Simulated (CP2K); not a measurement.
Consider 3-methoxyfuran at its PBE geometry (Å).

```xyz
13

C     2.1260    0.2933    0.2071
O     1.2509   -0.8248    0.0024
C    -0.0765   -0.5155   -0.0692
C    -0.7199    0.7664    0.0083
C    -2.0590    0.5130   -0.1160
O    -2.2869   -0.8265   -0.2636
C    -1.0627   -1.4552   -0.2340
H     3.1378   -0.1222    0.2576
H     2.0617    1.0079   -0.6291
H     1.8924    0.8104    1.1510
H    -0.2615    1.7395    0.1386
H    -2.9386    1.1454   -0.1209
H    -1.0639   -2.5318   -0.3321
```

Method: CP2K XAS_TDP, all-electron GAPW, PBEh(45%), aug-cc-pVDZ, TDA, no relativity.

**Question.** Predict the bright core excitations at the C K edge.

Leading lines: C1 285.01 eV, C3 283.76 eV, C4 282.13 eV, C5 282.71 eV and C7 282.89 eV. The leading line of an atom is its first one with 35 % of the strongest within 2.5 eV of its lowest line over the strength cut. 

The first six lines of each atom with a strength over 0.0015:

| atom | energy (eV) | states | strength, one atom |
| --- | --- | --- | --- |
| C1 (bonded to O and 3 H) | 285.01 | 1 | 0.0375 |
|  | 285.34 | 1 | 0.0018 |
|  | 285.86 | 1 | 0.0223 |
|  | 286.04 | 1 | 0.0244 |
|  | 286.54 | 1 | 0.0025 |
|  | 286.93 | 1 | 0.0030 |
| C3 (bonded to 2 C and O) | 283.76 | 1 | 0.0533 |
|  | 285.75 | 1 | 0.0121 |
|  | 285.98 | 1 | 0.0165 |
|  | 286.92 | 1 | 0.0021 |
|  | 288.08 | 1 | 0.0023 |
|  | 288.31 | 1 | 0.0082 |
| C4 (bonded to 2 C and H) | 282.13 | 1 | 0.0421 |
|  | 284.18 | 1 | 0.0094 |
|  | 284.89 | 1 | 0.0106 |
|  | 285.10 | 1 | 0.0025 |
|  | 285.39 | 1 | 0.0022 |
|  | 286.36 | 1 | 0.0073 |
| C5 (bonded to C, O and H) | 282.71 | 1 | 0.0540 |
|  | 285.60 | 1 | 0.0140 |
|  | 286.43 | 1 | 0.0093 |
|  | 286.51 | 1 | 0.0089 |
|  | 286.88 | 2 | 0.0060 |
|  | 287.24 | 1 | 0.0017 |
| C7 (bonded to C, O and H) | 282.89 | 1 | 0.0454 |
|  | 285.36 | 1 | 0.0179 |
|  | 285.81 | 1 | 0.0111 |
|  | 286.01 | 1 | 0.0029 |
|  | 286.44 | 1 | 0.0022 |
|  | 286.55 | 1 | 0.0046 |

Lines are vertical, at one geometry, with no vibrational structure. Without a correction of the core level, line positions, and the gaps between valence and Rydberg lines, follow the share of exact exchange. At this level such K lines come out 3 to 6 eV under measured ones. These values hold no scalar relativity, about 0.1 eV for C 1s. Rydberg lines, and the discretised continuum above threshold, depend on the basis and the box.

[Banner, clock and machine lines of the logs are left out without a mark of their own.]

[Logs are printed without paths, hosts, clocks, repeated set-up lines and the standing remarks that a program may print on its own settings, such as how far it seeks lower states.]

[Hosts, paths, dates, database ids (printed as entryN), source tags and the programs' standing remarks are cut or masked in the printed files.]
